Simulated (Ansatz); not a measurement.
# A hypothetical structure for SbPb2

This structure for SbPb2 is made up. Its elements were placed in a known structure type with a cell scaled to their sizes. What cell does the guess relax to, and how far off was it?

Program: Ansatz 0.2.0. Level of theory: DFT, PBEsol, plane-wave PAW, files of the set soft_1, scalar-relativistic, no spin, cell and ions relaxed at zero pressure; PAW set soft_1, in the first sound run; inputs show where later runs differ. Results are calculated unless marked as measured.

**1. Set-up**

Symmetry: I4/mmm, No. 139, tetragonal system. The conventional cell has a = 4.584 Å, b = 4.584 Å, c = 16.291 Å, α = 90.00°, β = 90.00°, γ = 90.00°. Nearest to Pb lie 4 Sb at 3.19 Å and 4 Pb at 3.24 Å. Nearest to Pb lie 5 Sb at 3.06 to 3.30 Å. Nearest to Sb lie 9 Pb at 3.06 to 3.30 Å. Farther neighbours are not listed.

As a file:

```cif
data_structure
_symmetry_space_group_name_H-M 'I4/mmm'
_symmetry_Int_Tables_number 139
_cell_length_a 4.5840
_cell_length_b 4.5840
_cell_length_c 16.2910
_cell_angle_alpha 90.000
_cell_angle_beta 90.000
_cell_angle_gamma 90.000
_cell_volume 342.32
loop_
_atom_site_label
_atom_site_type_symbol
_atom_site_symmetry_multiplicity
_atom_site_Wyckoff_symbol
_atom_site_fract_x
_atom_site_fract_y
_atom_site_fract_z
_atom_site_occupancy
Pb1 Pb 4 c 0.00000 0.50000 0.00000 1
Pb2 Pb 4 e 0.50000 0.50000 0.32440 1
Sb1 Sb 4 e 0.50000 0.50000 0.13640 1
```

**2. Relaxation of the guess**

The guess takes its coordinates from another compound and its volume from a rule, so the cell and any free coordinates are relaxed together.

The input, input.yaml:

```yaml
crystal:
  lattice:
    - [-2.292, 2.292, 8.1455]
    - [2.292, -2.292, 8.1455]
    - [2.292, 2.292, -8.1455]
  atoms:
    - { symbol: Pb, position: [0.5, 0.0, 0.5] }
    - { symbol: Pb, position: [0.8244, 0.8244, 0.0] }
    - { symbol: Pb, position: [0.0, 0.5, 0.5] }
    - { symbol: Pb, position: [0.1756, 0.1756, 0.0] }
    - { symbol: Sb, position: [0.6364, 0.6364, 0.0] }
    - { symbol: Sb, position: [0.3636, 0.3636, 0.0] }
kpoints:
  mp_grid: { grid: [8, 8, 8] }
scf:
  occupations: { method: fermi_dirac, width: 0.05 }
hamiltonian:
  xc: pbesol
  pseudopotentials: { kind: paw, azcp: { folder: soft_1 }, xc_functional: pbe }
relax:
  f_tol: 0.015
  max_steps: 70
  cell: {}
output:
  forces: true
  stress: true
```

The run is started by

```console
$ ansatz run input.yaml --threads 4 --pin off --max-ram 10240MiB --backend cpu --events-out ev --progress --plain --runs-dir out
```

Numbers of over 12 decimals in the logs are rounded to 6 here.

The log of the run:

```text
basis.fft_grid_basis auto: the FFT boxes are laid along the combinations [[1, 0, 1], [0, 1, 1], [0, 0, 1]] of the cell's own vectors, 4.584, 4.584 and 8.767 Å long. The dense box has 32×32×60 points. Along the cell's own vectors, as sized, it would have 60×60×60, 3.52 times as many. Of the 16 symmetry operations that the crystal satisfies within crystal.symmetry.tolerance (time reversal apart; of a slab, those that k [...]
Engine: ansatz 0.2.0, x86_64-unknown-linux-gnu
Pseudopotentials: kind: paw
Pseudopotential: Pb, paw, valence charge 14, recommended cutoff 420 eV (normal), soft_1/Pb.paw.azcp
Pseudopotential: Sb, paw, valence charge 15, recommended cutoff 420 eV (normal), soft_1/Sb.paw.azcp
Functional definition: PBEsol
  exchange = pbesol_x
  correlation = pbesol_c
Crystal: 6 atoms, lattice volume = 171.162 Å³
Basis set: ecut = 420 eV, 3355 PW (Γ), FFT grids on a1+a3, a2+a3, a3, exchange–correlation on 64×64×120 points (8 copies of the dense FFT grid, shifted against one another)
Bands: 52, of which v1, the nominal top of the filled ones, is band 43 counted from 1 (42 counted from 0)
Symmetry: 16 space group operations
Space group: I4/mmm (ITA 139), of the structure as read, at distance tolerance 5.6e-5 Å
k-points: 59 of 512
Non-local potential: Pb, projectors of the file, l = 0: 2, l = 1: 2, l = 2: 2, l = 3: 1
Non-local potential: Sb, projectors of the file, l = 0: 2, l = 1: 2, l = 2: 2, l = 3: 1
PAW form: soft (Blöchl's): semilocal exchange-correlation on the pseudo side does not see the compensation charge
PAW frozen core: Pb, regenerated for the run's functional, and the local potential with it (the file was generated under x = pbe(κ = 0.804, μ = 0.219515), c = pbe(β = 0.066725))
PAW frozen core: Sb, regenerated for the run's functional, and the local potential with it (the file was generated under x = pbe(κ = 0.804, μ = 0.219515), c = pbe(β = 0.066725))
PAW one-centre angular grid: Pb, 590 points (default); XC on 64 Gauss nodes
PAW one-centre angular grid: Sb, 590 points (default); XC on 64 Gauss nodes
Initial density: superposition of atomic densities (chi_scale 0.1, normalization cell, long waves kept (reshape's long-wave potential 0.06 eV rms))
Initial wavefunctions: pseudopotential atomic-orbital guess
Functional: x = pbesol(κ = 0.804, μ = 0.123457), c = pbesol(β = 0.046)
SCF iter   1: F=—  HF=-59845.441713 eV  |F-HF|=—  |Δ(HF+E_count)|=         —  Δρ=2.39e-2  dr2=3.08e0  ethr=3.10e-3  ⟨swp⟩=9.4  Hψ=14588  notcnv=0  defer=11
preconditioner: auto → Kerker (q_TF=auto, 2.433 Å⁻¹)  [metal: Δε(μ)=0.013 eV  Ē_g=14.424 eV  σ=0.050 eV  W_gap=0.07  n_scr=42 (ndim 8)  ℏωp=23.1 eV  f_vac=0.000  D(μ)=3.56/eV (n_scr^D=24)]
SCF iter   2: F=—  HF=-59844.811271 eV  |F-HF|=—  |Δ(HF+E_count)|=   6.30e-1  Δρ=1.39e-2  dr2=1.11e0  ethr=3.10e-3  ⟨swp⟩=2.9  Hψ=4128  notcnv=0  defer=96
SCF iter   3: F=—  HF=-59844.474847 eV  |F-HF|=—  |Δ(HF+E_count)|=   3.36e-1  Δρ=2.69e-3  dr2=1.36e-2  ethr=1.29e-3  ⟨swp⟩=3.2  Hψ=4415  notcnv=0  defer=96
SCF iter   4: F=—  HF=-59844.479114 eV  |F-HF|=—  |Δ(HF+E_count)|=   4.27e-3  Δρ=1.07e-3  dr2=2.05e-3  ethr=1.58e-5  ⟨swp⟩=2.2  Hψ=6441  notcnv=0  defer=93
SCF iter   5: F=—  HF=-59844.479067 eV  |F-HF|=—  |Δ(HF+E_count)|=   4.68e-5  Δρ=2.76e-4  dr2=2.65e-4  ethr=2.38e-6  ⟨swp⟩=2.8  Hψ=5131  notcnv=0  defer=93
SCF iter   6: F=—  HF=-59844.479022 eV  |F-HF|=—  |Δ(HF+E_count)|=   4.51e-5  Δρ=6.69e-5  dr2=1.71e-5  ethr=3.09e-7  ⟨swp⟩=2.2  Hψ=3678  notcnv=0  defer=93
SCF iter   7: F=—  HF=-59844.479029 eV  |F-HF|=—  |Δ(HF+E_count)|=   7.09e-6  Δρ=2.44e-5  dr2=1.70e-6  ethr=1.99e-8  ⟨swp⟩=2.2  Hψ=4946  notcnv=0  defer=93
SCF iter   8: F=—  HF=-59844.479029 eV  |F-HF|=—  |Δ(HF+E_count)|=   4.11e-7  Δρ=6.95e-6  dr2=2.60e-7  ethr=1.98e-9  ⟨swp⟩=2.0  Hψ=5515  notcnv=0  defer=93
SCF iter   9: F=-59844.479029 eV  HF=-59844.479029 eV  |F-HF|=5.00e-9  |Δ(HF+E_count)|=   5.76e-8  Δρ=1.48e-6  dr2=1.11e-8  ethr=1.16e-10  ⟨swp⟩=4.7  Hψ=10518  notcnv=0
SCF 1 converged in 9 iterations: F = -59844.479029 eV  dr2 = 1.11e-8
  greatest PAW one-centre occupation: 0.996 electrons in one spin orbital (limit 2), on the Sb atom at site 5 (counted from 0), in its partial waves of l = 2
relax step   1: F+E_penalty+E_count = -59844.47902883 eV  Δ(F+E_penalty+E_count) = +0.000e0 eV  max|allowed force component| = 5.494e-1 eV/Å  Δτ_max = 0.0000 Å  P = +4.596 GPa  Ω = 171.162 Å³  (9 SCF iters, dr2 threshold 1.00e-7 eV, accepted)
Crystal: 6 atoms, lattice volume = 193.793 Å³
Basis set: ecut = 420 eV, 3765 PW (Γ), FFT grids on a1+a3, a2+a3, a3, exchange–correlation on 64×64×120 points (8 copies of the dense FFT grid, shifted against one another)
Initial density: handed on by an earlier stage of this run
Initial wavefunctions: those handed on with the density
iter 1 solved again at ethr=3.79e-4 eV; its pass at ethr=3.10e-3 eV (dr2=3.26e-1 eV) is discarded
SCF iter   1: F=—  HF=-59844.673487 eV  |F-HF|=—  |Δ(HF+E_count)|=         —  Δρ=5.02e-3  dr2=3.30e-1  ethr=3.79e-4  ⟨swp⟩=2.0  Hψ=18751  notcnv=0
preconditioner: auto → Kerker (q_TF=auto, 2.383 Å⁻¹)  [metal: Δε(μ)=0.027 eV  Ē_g=14.619 eV  σ=0.050 eV  W_gap=0.13  n_scr=50 (ndim 8)  ℏωp=21.7 eV  f_vac=0.004  D(μ)=4.04/eV (n_scr^D=24)]
SCF iter   2: F=—  HF=-59844.645662 eV  |F-HF|=—  |Δ(HF+E_count)|=   2.78e-2  Δρ=3.00e-3  dr2=1.56e-1  ethr=3.79e-4  ⟨swp⟩=2.1  Hψ=3437  notcnv=0
SCF iter   3: F=—  HF=-59844.623374 eV  |F-HF|=—  |Δ(HF+E_count)|=   2.23e-2  Δρ=8.13e-4  dr2=5.79e-3  ethr=1.81e-4  ⟨swp⟩=3.1  Hψ=4176  notcnv=0
SCF iter   4: F=—  HF=-59844.622761 eV  |F-HF|=—  |Δ(HF+E_count)|=   6.13e-4  Δρ=3.07e-4  dr2=5.24e-4  ethr=6.73e-6  ⟨swp⟩=2.4  Hψ=4946  notcnv=0
SCF iter   5: F=—  HF=-59844.622749 eV  |F-HF|=—  |Δ(HF+E_count)|=   1.20e-5  Δρ=1.27e-4  dr2=8.04e-5  ethr=6.09e-7  ⟨swp⟩=2.5  Hψ=5220  notcnv=0
SCF iter   6: F=—  HF=-59844.622745 eV  |F-HF|=—  |Δ(HF+E_count)|=   4.09e-6  Δρ=4.60e-5  dr2=6.55e-6  ethr=9.35e-8  ⟨swp⟩=2.6  Hψ=5742  notcnv=0
SCF iter   7: F=-59844.622746 eV  HF=-59844.622746 eV  |F-HF|=1.59e-7  |Δ(HF+E_count)|=   1.27e-6  Δρ=1.41e-5  dr2=5.30e-7  ethr=6.98e-10  ⟨swp⟩=3.5  Hψ=13417  notcnv=0
SCF 2 converged in 7 iterations: F = -59844.622746 eV  dr2 = 5.30e-7
relax step   2: F+E_penalty+E_count = -59844.62274569 eV  Δ(F+E_penalty+E_count) = -1.437e-1 eV  max|allowed force component| = 2.423e-1 eV/Å  Δτ_max = 0.1579 Å  P = -2.280 GPa  Ω = 193.793 Å³  energy of the carried Pulay correction = -3.197e-3 eV  (7 SCF iters, dr2 threshold 6.00e-7 eV, accepted)
Crystal: 6 atoms, lattice volume = 185.718 Å³
Basis set: ecut = 420 eV, 3613 PW (Γ), FFT grids on a1+a3, a2+a3, a3, exchange–correlation on 64×64×120 points (8 copies of the dense FFT grid, shifted against one another)
iter 1 solved again at ethr=2.44e-5 eV; its pass at ethr=3.10e-3 eV (dr2=2.10e-2 eV) is discarded
SCF iter   1: F=—  HF=-59844.710315 eV  |F-HF|=—  |Δ(HF+E_count)|=         —  Δρ=1.38e-3  dr2=2.15e-2  ethr=2.44e-5  ⟨swp⟩=2.5  Hψ=16005  notcnv=0
preconditioner: auto → Kerker (q_TF=auto, 2.400 Å⁻¹)  [metal: Δε(μ)=0.013 eV  Ē_g=14.708 eV  σ=0.050 eV  W_gap=0.06  n_scr=42 (ndim 8)  ℏωp=22.1 eV  f_vac=0.001  D(μ)=3.98/eV (n_scr^D=24)]
SCF iter   2: F=—  HF=-59844.708411 eV  |F-HF|=—  |Δ(HF+E_count)|=   1.90e-3  Δρ=8.19e-4  dr2=1.04e-2  ethr=2.44e-5  ⟨swp⟩=1.0  Hψ=3068  notcnv=0
SCF iter   3: F=—  HF=-59844.706889 eV  |F-HF|=—  |Δ(HF+E_count)|=   1.52e-3  Δρ=2.27e-4  dr2=4.18e-4  ethr=1.20e-5  ⟨swp⟩=2.0  Hψ=3373  notcnv=0
SCF iter   4: F=—  HF=-59844.706846 eV  |F-HF|=—  |Δ(HF+E_count)|=   4.24e-5  Δρ=7.94e-5  dr2=3.73e-5  ethr=4.86e-7  ⟨swp⟩=2.3  Hψ=4315  notcnv=0
SCF iter   5: F=—  HF=-59844.706844 eV  |F-HF|=—  |Δ(HF+E_count)|=   2.01e-6  Δρ=3.22e-5  dr2=4.37e-6  ethr=4.33e-8  ⟨swp⟩=2.4  Hψ=5201  notcnv=0
SCF iter   6: F=-59844.706844 eV  HF=-59844.706844 eV  |F-HF|=8.28e-8  |Δ(HF+E_count)|=   2.48e-7  Δρ=1.05e-5  dr2=3.89e-7  ethr=6.98e-10  ⟨swp⟩=5.0  Hψ=11680  notcnv=0
SCF 3 converged in 6 iterations: F = -59844.706844 eV  dr2 = 3.89e-7
relax step   3: F+E_penalty+E_count = -59844.70684403 eV  Δ(F+E_penalty+E_count) = -8.410e-2 eV  max|allowed force component| = 4.804e-2 eV/Å  Δτ_max = 0.0458 Å  P = -0.434 GPa  Ω = 185.718 Å³  energy of the carried Pulay correction = -2.131e-3 eV  (6 SCF iters, dr2 threshold 6.00e-7 eV, accepted)
Crystal: 6 atoms, lattice volume = 183.960 Å³
Basis set: ecut = 420 eV, 3587 PW (Γ), FFT grids on a1+a3, a2+a3, a3, exchange–correlation on 64×64×120 points (8 copies of the dense FFT grid, shifted against one another)
iter 1 solved again at ethr=6.23e-7 eV; its pass at ethr=3.10e-3 eV (dr2=5.35e-4 eV) is discarded
SCF iter   1: F=—  HF=-59844.709992 eV  |F-HF|=—  |Δ(HF+E_count)|=         —  Δρ=2.45e-4  dr2=5.46e-4  ethr=6.23e-7  ⟨swp⟩=3.0  Hψ=15543  notcnv=0
preconditioner: auto → Kerker (q_TF=auto, 2.404 Å⁻¹)  [metal: Δε(μ)=0.007 eV  Ē_g=14.743 eV  σ=0.050 eV  W_gap=0.04  n_scr=42 (ndim 8)  ℏωp=22.2 eV  f_vac=0.001  D(μ)=3.91/eV (n_scr^D=24)]
SCF iter   2: F=—  HF=-59844.709942 eV  |F-HF|=—  |Δ(HF+E_count)|=   4.99e-5  Δρ=1.44e-4  dr2=2.68e-4  ethr=6.23e-7  ⟨swp⟩=1.0  Hψ=3068  notcnv=0
SCF iter   3: F=—  HF=-59844.709902 eV  |F-HF|=—  |Δ(HF+E_count)|=   3.97e-5  Δρ=3.94e-5  dr2=1.62e-5  ethr=3.11e-7  ⟨swp⟩=2.0  Hψ=3370  notcnv=0
SCF iter   4: F=—  HF=-59844.709900 eV  |F-HF|=—  |Δ(HF+E_count)|=   1.94e-6  Δρ=1.49e-5  dr2=1.68e-6  ethr=1.88e-8  ⟨swp⟩=2.1  Hψ=4361  notcnv=0
SCF iter   5: F=-59844.709900 eV  HF=-59844.709900 eV  |F-HF|=8.84e-8  |Δ(HF+E_count)|=   1.16e-7  Δρ=7.69e-6  dr2=2.29e-7  ethr=6.14e-10  ⟨swp⟩=4.9  Hψ=11233  notcnv=0
SCF 4 converged in 5 iterations: F = -59844.709900 eV  dr2 = 2.29e-7
relax step   4: F+E_penalty+E_count = -59844.70990025 eV  Δ(F+E_penalty+E_count) = -3.056e-3 eV  max|allowed force component| = 1.473e-2 eV/Å  Δτ_max = 0.0081 Å  P = +0.028 GPa  Ω = 183.960 Å³  energy of the carried Pulay correction = -1.889e-3 eV  (5 SCF iters, dr2 threshold 5.28e-7 eV, accepted)
Basis set: ecut = 420 eV, 3587 PW (Γ), FFT grids on a1+a3, a2+a3, a3, exchange–correlation on 64×64×128 points (8 copies of the dense FFT grid, shifted against one another)
Initial wavefunctions: pseudopotential atomic-orbital guess (no wavefunctions were taken with the density)
iter 1 solved again at ethr=1.91e-7 eV; its pass at ethr=3.10e-3 eV (dr2=1.64e-4 eV) is discarded
SCF iter   1: F=—  HF=-59844.711631 eV  |F-HF|=—  |Δ(HF+E_count)|=         —  Δρ=1.10e-4  dr2=4.08e-6  ethr=1.91e-7  ⟨swp⟩=3.1  Hψ=23306  notcnv=0
preconditioner: auto → Kerker (q_TF=auto, 2.404 Å⁻¹)  [metal: Δε(μ)=0.006 eV  Ē_g=14.745 eV  σ=0.050 eV  W_gap=0.03  n_scr=42 (ndim 8)  ℏωp=22.2 eV  f_vac=0.001  D(μ)=3.90/eV (n_scr^D=24)]
SCF iter   2: F=—  HF=-59844.711757 eV  |F-HF|=—  |Δ(HF+E_count)|=   1.26e-4  Δρ=5.65e-5  dr2=1.06e-6  ethr=4.75e-9  ⟨swp⟩=2.1  Hψ=5212  notcnv=0
SCF iter   3: F=—  HF=-59844.711758 eV  |F-HF|=—  |Δ(HF+E_count)|=   1.86e-6  Δρ=9.43e-6  dr2=1.15e-7  ethr=1.23e-9  ⟨swp⟩=2.0  Hψ=4565  notcnv=0
SCF iter   4: F=—  HF=-59844.711758 eV  |F-HF|=—  |Δ(HF+E_count)|=   2.01e-8  Δρ=1.60e-6  dr2=2.08e-8  ethr=1.34e-10  ⟨swp⟩=2.0  Hψ=3734  notcnv=0
SCF iter   5: F=—  HF=-59844.711758 eV  |F-HF|=—  |Δ(HF+E_count)|=   1.16e-9  Δρ=6.31e-7  dr2=3.33e-9  ethr=2.41e-11  ⟨swp⟩=2.2  Hψ=3720  notcnv=0
SCF iter   6: F=—  HF=-59844.711758 eV  |F-HF|=—  |Δ(HF+E_count)|=  2.69e-10  Δρ=2.13e-7  dr2=1.68e-10  ethr=3.87e-12  ⟨swp⟩=2.8  Hψ=5549  notcnv=0
SCF iter   7: F=-59844.711758 eV  HF=-59844.711758 eV  |F-HF|=1.46e-11  |Δ(HF+E_count)|=  4.37e-11  Δρ=9.53e-8  dr2=1.06e-11  ethr=1.00e-12  ⟨swp⟩=5.0  Hψ=10931  notcnv=0
SCF 5 converged in 7 iterations: F = -59844.711758 eV  dr2 = 1.06e-11
relax step   5: F+E_penalty+E_count = -59844.71175841 eV  Δ(F+E_penalty+E_count) = -1.858e-3 eV  max|allowed force component| = 1.468e-2 eV/Å  Δτ_max = 0.0000 Å  P = +0.026 GPa  Ω = 183.960 Å³  stress off target by 4.17e-2 GPa  SCF on the basis re-selected at this cell (its energy is not comparable with the rows above)  (7 SCF iters)
basis re-selected at this cell: Δ(F+E_penalty+E_count) = -1.858e-3 eV, ΔP = -0.002 GPa vs the last step (what re-selecting the basis moved, of the pressure what is left beyond the Pulay correction that the steps carried, after the strain that the cell walked since its last selection, with what the two solves' SCF thresholds leave and, on support functions, any second-order correction that the steps lacked; it is no measure of the basis error at this ecutwfc). The dense FFT grid was sized anew with the basis: this SCF ran on 32×32×64 points, the steps before it on 32×32×60, so part of this shift can come from that change (see relax.cell in the input reference). [rest of the remark cut]
SCF converged after 7 iterations
Free energy (F): -59844.711758 eV
Harris-Foulkes:  -59844.711758 eV  (|F-HF|=1.46e-11)
Internal energy: -59844.680904 eV  (E = F + TS)
E sigma→0 (E₀):  -59844.696331 eV
Entropy (-TS):   -0.030855 eV (-5.142 meV/atom)
Fermi energy:    10.523858 eV
--- Per-component energies (eV) ---
  E_band       = -488.587501
  E_kinetic    = 1498.897799
  E_local      = -7242.459297  (includes V_loc(G=0)·N_el)
  E_nonlocal   = 2011.911361
  E_hartree    = 2885.742166
  E_xc         = -1014.217689
  E_vxc        = -735.198729  (∫ρ·V_xc dr)
  E_paw        = -49905.170979  (= ΣΔE_a)
  E_vpaw       = -1793.223144  (= ΣTr[D̂ρ^β])
  E_aug_tail   = 0.000230  (compensation charges beyond the density's cutoff)
  E_ewald      = -8080.296884
  E_core_change = 0.912391  (= ΣΔE_core)
  E_smearing   = -0.030855  (= −TS)
  E_closure    = 0.000000  (closes the sum)
  Σ components = -59844.711758   (vs F -59844.711758, Δ=0.00e0)
--- Forces (eV/Å), atoms counted from 1 ---
  atom   1  Pb     0.00000000     0.00000000    -0.00000000
  atom   2  Pb     0.00000000     0.00000000     0.01468084
  atom   3  Pb     0.00000000     0.00000000     0.00000000
  atom   4  Pb     0.00000000     0.00000000    -0.01468084
  atom   5  Sb    -0.00000000     0.00000000     0.00953172
  atom   6  Sb    -0.00000000     0.00000000    -0.00953172
  max |Σ_I F_I| component: 1.73e-17 eV/Å
--- Stress (GPa, compression-positive) ---
        0.041700      -0.000000       0.000000
       -0.000000       0.041700      -0.000000
        0.000000      -0.000000      -0.005044
  P = ⅓ Tr σ = 0.0261 GPa (0.261 kbar)
--- Relaxed structure (4 steps of the walk, 4 accepted, 1 SCFs on fresh bases) ---
  F+E_penalty+E_count = -59844.71175841 eV   max|allowed force component| = 1.468e-2 eV/Å   (the final SCF, on the basis selected at the relaxed cell)
  cell:  # Å, volume = 183.9603 Å³
    - [-2.346978, 2.346978, 8.349220]
    - [2.346978, -2.346978, 8.349220]
    - [2.346978, 2.346978, -8.349220]
  atoms:
    - { symbol: Pb, position: [0.5, -3.5494515908104835e-19, 0.5] }
    - { symbol: Pb, position: [0.829529, 0.829529, 0] }
    - { symbol: Pb, position: [-3.549451590810483e-19, 0.5, 0.5] }
    - { symbol: Pb, position: [0.170471, 0.170471, 0] }
    - { symbol: Sb, position: [0.642788, 0.642788, 0] }
    - { symbol: Sb, position: [0.357212, 0.357212, 0] }
```

Run time: 11 s. Hardware: 4 threads of AMD EPYC 9B45 (Zen 5), shared host; peak memory 0.85 GiB; 40 s of CPU time.

Step by step:

| step | energy less that of the first step (eV) | largest force component (eV/Å) | pressure (GPa) | volume (Å³) |
| --- | --- | --- | --- | --- |
| 1 | 0.0000 | 0.5494 | 4.60 | 171.16 |
| 2 | -0.1437 | 0.2423 | -2.28 | 193.79 |
| 3 | -0.2278 | 0.0480 | -0.43 | 185.72 |
| 4 | -0.2309 | 0.0147 | 0.03 | 183.96 |
| 5* | -0.2327 | 0.0147 | 0.03 | 183.96 |

Relaxation steps marked * repeat the geometry before them on a plane-wave basis chosen anew for their cell, so energy and pressure can jump there.

Forces are held to the 16 operations that the run works with; a distortion that breaks them can't arise in this run.

| conventional cell, symmetrised | before | after | change |
| --- | --- | --- | --- |
| a (Å) | 4.584 | 4.694 | +2.4 % |
| b (Å) | 4.584 | 4.694 | +2.4 % |
| c (Å) | 16.291 | 16.698 | +2.5 % |
| volume (Å³/atom) | 28.53 | 30.66 | +7.5 % |

The atoms that moved most (Å, as changes of fractional coordinates times the final cell):

| atom | dx | dy | dz | length |
| --- | --- | --- | --- | --- |
| Sb5 | 0.000 | 0.000 | 0.107 | 0.107 |
| Sb6 | 0.000 | 0.000 | -0.107 | 0.107 |
| Pb2 | 0.000 | 0.000 | 0.086 | 0.086 |
| Pb4 | 0.000 | 0.000 | -0.086 | 0.086 |

The relaxed structure:

```cif
data_structure
_symmetry_space_group_name_H-M 'P 1'
_symmetry_Int_Tables_number 1
_cell_length_a 8.9848
_cell_length_b 8.9848
_cell_length_c 8.9848
_cell_angle_alpha 149.715
_cell_angle_beta 149.715
_cell_angle_gamma 43.359
_cell_volume 183.96
loop_
_atom_site_label
_atom_site_type_symbol
_atom_site_fract_x
_atom_site_fract_y
_atom_site_fract_z
_atom_site_occupancy
Pb1 Pb 0.50000 0.00000 0.50000 1
Pb2 Pb 0.82953 0.82953 0.00000 1
Pb3 Pb 0.00000 0.50000 0.50000 1
Pb4 Pb 0.17047 0.17047 0.00000 1
Sb5 Sb 0.64279 0.64279 0.00000 1
Sb6 Sb 0.35721 0.35721 0.00000 1
```

Numbers from this step:

| Item | Value |
| --- | --- |
| free energy | -59844.7118 eV |
| energy at zero smearing | -59844.6963 eV |
| smearing term TS | 0.03085 eV |
| Fermi energy | 10.52 eV |
| electrons | 86 |
| symmetry operations | 16 |
| pressure | 0.02612 GPa |

Shortest distances by pair of elements, guess and relaxed (not always the same contact):

| pair | guess (Å) | relaxed (Å) |
| --- | --- | --- |
| Pb–Sb | 3.063 | 3.118 |
| Pb–Pb | 3.241 | 3.319 |
| Sb–Sb | 4.444 | 4.694 |

The relaxation ends with a largest force component of 0.015 eV/Å and a pressure of 0.03 GPa.

(Continued in part 2 of 2.)

[Logs are printed without paths, hosts, clocks, repeated set-up lines and the standing remarks that a program may print on its own settings, such as how far it seeks lower states.]

[Hosts, paths, dates, database ids (printed as entryN), source tags and the programs' standing remarks are cut or masked in the printed files.]
